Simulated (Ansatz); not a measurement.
# Bands, cutoff and cost in G0W0 for H6PbCNCl3 (Pm), part 2 of 2

Aim: see how the G0W0 gap of H6PbCNCl3 (Pm) on r2SCAN moves with empty bands and screening cutoff, and what each rung costs.

Ansatz 0.2.0; G0W0 on r2SCAN, plane waves, PAW. Known limits of the many-body steps: not at the basis limit; no spin-orbit coupling; coarse k mesh.

So far. Step 4 (892 empty bands, screening to 160 eV): Against the run with 2×2×2 mesh, 414 empty bands, screening to 96 eV, the gap moves by +0.15 eV.

**5. Changing the frequency model: 2×2×2 mesh, 414 empty bands, screening to 96 eV, plasmon pole**

A plasmon pole stands in for the full frequency dependence of the screening; this run shows what that costs in accuracy. Bands and cutoff differ from the step before, so it is read against an earlier run that matches them.

File input.yaml:

```yaml
crystal:
  lattice:
    - [5.752832, 0.0, 0.0]
    - [0.0, 5.764671, 0.0]
    - [-0.002604, 0.0, 5.855201]
  atoms:
    - { symbol: H, position: [0.879476, 0.5, 0.790423] }
    - { symbol: H, position: [0.813252, 0.344072, 0.047387] }
    - { symbol: H, position: [0.813252, 0.655928, 0.047387] }
    - { symbol: H, position: [0.229661, 0.354316, 0.978538] }
    - { symbol: H, position: [0.229661, 0.645684, 0.978538] }
    - { symbol: H, position: [0.170957, 0.5, 0.216412] }
    - { symbol: Pb, position: [0.473988, 0.0, 0.483874] }
    - { symbol: C, position: [0.894268, 0.5, 0.976848] }
    - { symbol: "N", position: [0.144932, 0.5, 0.040731] }
    - { symbol: Cl, position: [0.427891, 0.0, 0.975558] }
    - { symbol: Cl, position: [0.429192, 0.5, 0.520036] }
    - { symbol: Cl, position: [0.971826, 0.0, 0.43966] }
kpoints:
  mp_grid: { grid: [2, 2, 2] }
hamiltonian:
  xc: r2scan
scf:
  occupations: { method: fixed }
gw:
  n_empty_bands: 414
  ecut_chi: 96
  qp_bands: [v4, c4]
  qp_kpoints: band_edges
  screening: { model: godby_needs }
```

On the command line:

```
$ ansatz run input.yaml --threads 3 --pin off --max-ram 92160MiB --backend cuda --events-out ev --progress --plain --runs-dir out --devices 1 --max-vram 13GiB
```

Numbers of over 12 decimals in the logs are rounded to 6 here.

The log of the run:

```text
GPUs: using 1 of 1 available (devices: 1).
[...]
GPU FFT provider: cuFFT
GPU libraries: cuBLAS 13.8.2, cuFFT 12.4.0, cuSOLVER 12.3.4
Crystal: 12 atoms, lattice volume = 194.177 Å³
Basis set: ecut = 500 eV, 4961 PW (Γ), exchange–correlation on 180×180×180 points (64 copies of the dense FFT grid, shifted against one another)
Bands: 37, of which v1, the nominal top of the filled ones, is band 25 counted from 1 (24 counted from 0)
[...]
0    29      7.9601    -7.5743    -3.6703   -11.9707  0.8157     8.6906     8.6862  root
[...]
7    26      4.3595    -7.4594    -3.3838   -11.4479  0.8253     4.9669     4.9643  root
     7    27      4.3893    -7.3876    -3.3881   -11.3833  0.8260     4.9996     4.9969  root
     7    28      4.6241    -7.5994    -3.3749   -11.5821  0.8257     5.2346     5.2319  root
     7    29      7.7835    -4.1091    -3.5697    -8.3514  0.8424     8.4593     8.4560  root
[key lines of the parts left out:]
SCF converged after 7 iterations
Free energy (F): -15911.447651 eV
Fermi energy:    1.444790 eV
```

The job ended after 14 s (1 × NVIDIA H100 80GB HBM3 (shared by 6 runs) with 3 threads of AMD EPYC 7R13 (Zen 3), shared host; peak memory 1.9 GiB; 29 s of CPU time).

This step gave:

```
bands summed                                 : 439
plasmon-pole fit frequency                   : 18.84 eV
RPA ε∞ on this mesh (eigenvalues)            : 3.934, 4.155, 4.539
plane waves in the screening matrix          : 437
G0W0 gap on the mesh                         : 4.151 eV
k of the valence top                         : -0.5, -0.5, -0.5
k of the conduction bottom                   : -0.5, -0.5, -0.5
starting gap on the mesh                     : 2.915 eV
least direct G0W0 gap on the computed points : 4.151 eV
```

Against the run with 2×2×2 mesh, 414 empty bands, screening to 96 eV, the gap moves by −0.014 eV.

**6. Changing the files: 2×2×2 mesh, 414 empty bands, screening to 96 eV, hard PAW files**

Other atomic data (hard PAW) test the pseudisation: the cutoff goes from 500 to 1000 eV and the valence electrons from 50 to 58, which opens shells that were frozen.

Edit input.yaml of step 5 so:

```diff
@@ -22,2 +22,3 @@
   xc: r2scan
+  pseudopotentials: { kind: paw, source: ansatz }
 scf:
@@ -29,2 +30,2 @@
   qp_kpoints: band_edges
-  screening: { model: godby_needs }
+  screening: { model: contour_deformation }
```

The log of the run:

```text
GPUs: using 1 of 1 available (devices: 1).
[...]
GPU FFT provider: cuFFT
GPU libraries: cuBLAS 13.8.2, cuFFT 12.4.0, cuSOLVER 12.3.4
Crystal: 12 atoms, lattice volume = 194.177 Å³
Basis set: ecut = 1000 eV, 13889 PW (Γ), exchange–correlation on 240×240×256 points (64 copies of the dense FFT grid, shifted against one another)
Bands: 41, of which v1, the nominal top of the filled ones, is band 29 counted from 1 (28 counted from 0)
[...]
0    33      8.3267    -7.4224    -3.7529   -11.7942  0.7843     8.9517     8.9455  root
[...]
7    30      4.7303    -7.5020    -3.4466   -11.4895  0.8039     5.2762     5.2712  root
     7    31      4.7599    -7.4292    -3.4527   -11.4237  0.8049     5.3067     5.3017  root
     7    32      4.9937    -7.6334    -3.4384   -11.6151  0.8044     5.5421     5.5370  root
     7    33      8.1506    -4.0956    -3.6007    -8.3320  0.8207     8.7933     8.7863  root
[key lines of the parts left out:]
SCF converged after 9 iterations
Free energy (F): -19295.422930 eV
Fermi energy:    1.805390 eV
```

The job ended after 26 s (1 × NVIDIA H100 80GB HBM3 (shared by 6 runs) with 3 threads; peak memory 3 GiB).

This step gave:

```
bands summed                                 : 443
RPA ε∞ on this mesh (eigenvalues)            : 3.921, 4.140, 4.522
plane waves in the screening matrix          : 437
G0W0 gap on the mesh                         : 4.136 eV
k of the valence top                         : -0.5, -0.5, -0.5
k of the conduction bottom                   : -0.5, -0.5, -0.5
starting gap on the mesh                     : 2.925 eV
least direct G0W0 gap on the computed points : 4.136 eV
```

Against the run with 2×2×2 mesh, 414 empty bands, screening to 96 eV, the gap moves by −0.03 eV.

**7. Convergence and cost**

Times are wall times on 1 × NVIDIA H100 80GB HBM3 (shared by 6 runs) with 3 threads of AMD EPYC 7R13 (Zen 3), shared host, good to a factor of about two.

```tsv
mesh	files	frequency	bands summed	cutoff (eV)	start (eV)	G0W0 (eV)	time	host memory (GiB)
2×2×2	default PAW	contour deformation	171	48	2.915	4.037	18 s	1.5
2×2×2	default PAW	contour deformation	439	96	2.915	4.165	25 s	1.8
2×2×2	default PAW	contour deformation	917	160	2.915	4.316	25 s	2.9
2×2×2	default PAW	plasmon pole	439	96	2.915	4.151	14 s	1.9
2×2×2	hard PAW	contour deformation	443	96	2.925	4.136	26 s	3.0
```

The parts of the quasiparticle energy at the two band edges (eV; QP = start + Σx + Σc − Vxc):

```tsv
run	edge	start	Σx	Σc	Vxc	Z	QP
171 bands	valence top	1.44	-20.61	2.10	-18.20	0.78	1.13
171 bands	conduction bottom	4.36	-7.46	-3.18	-11.45	0.81	5.17
439 bands	valence top	1.44	-20.61	1.73	-18.20	0.78	0.75
439 bands	conduction bottom	4.36	-7.46	-3.43	-11.45	0.80	4.92
917 bands	valence top	1.44	-20.61	1.45	-18.20	0.77	0.48
917 bands	conduction bottom	4.36	-7.46	-3.56	-11.45	0.80	4.79
```

**8. What came out**

* 171 bands, 48 eV: 4.037 eV
* 439 bands, 96 eV: 4.165 eV
* 917 bands, 160 eV: 4.316 eV
* estimated limit in bands and cutoff: 4.45 eV
* mesh and start: 2×2×2, r2SCAN

A line in one over the bands through the two highest rungs gives 4.45 eV, +0.14 eV from the top rung; the pair below gives 4.25 eV, so the estimate is still climbing. The rungs stand 0.42 eV (171 bands), 0.29 eV (439 bands) and 0.14 eV (917 bands) from it. From 171 to 917 bands the gap moves by +0.28 eV. Σc changes by −0.66 eV at the valence top and −0.38 eV at the conduction bottom, so the levels themselves move more than the gap between them. The plasmon-pole model gives −0.01 eV against contour deformation, 1 % of the correction. Hard PAW files move the gap by −0.03 eV at equal bands and cutoff, +0.01 eV of it in the start. The 2×2×2 mesh is coarse for this cell (its supercell is 12 Å along the shortest edge). The RPA ε∞ on it, from the r2SCAN start, is 3.93, 4.15 and 4.53; such meshes misread the long-range screening, most where the gap is narrow. Where an edge is built on 6p states of lead, bismuth or thallium, scalar-relativistic gaps usually stand too wide, by a few tenths to over one eV. The many-body steps are scalar-relativistic: spin-orbit coupling is not in them.

[Paths, hosts, dates, memory and timing lines, banners, echoed tables and standing remarks are left out of the program output.]

[Logs are printed without paths, hosts, clocks, repeated set-up lines and the standing remarks that a program may print on its own settings, such as how far it seeks lower states.]

[Runs of the session that timed out or met a known fault of the program may be left out.]

[Cells called generated may have been cut or substituted from an entry of the Crystallography Open Database or the Materials Project.]

[Hosts, paths, dates, database ids (printed as entryN), source tags and the programs' standing remarks are cut or masked in the printed files.]
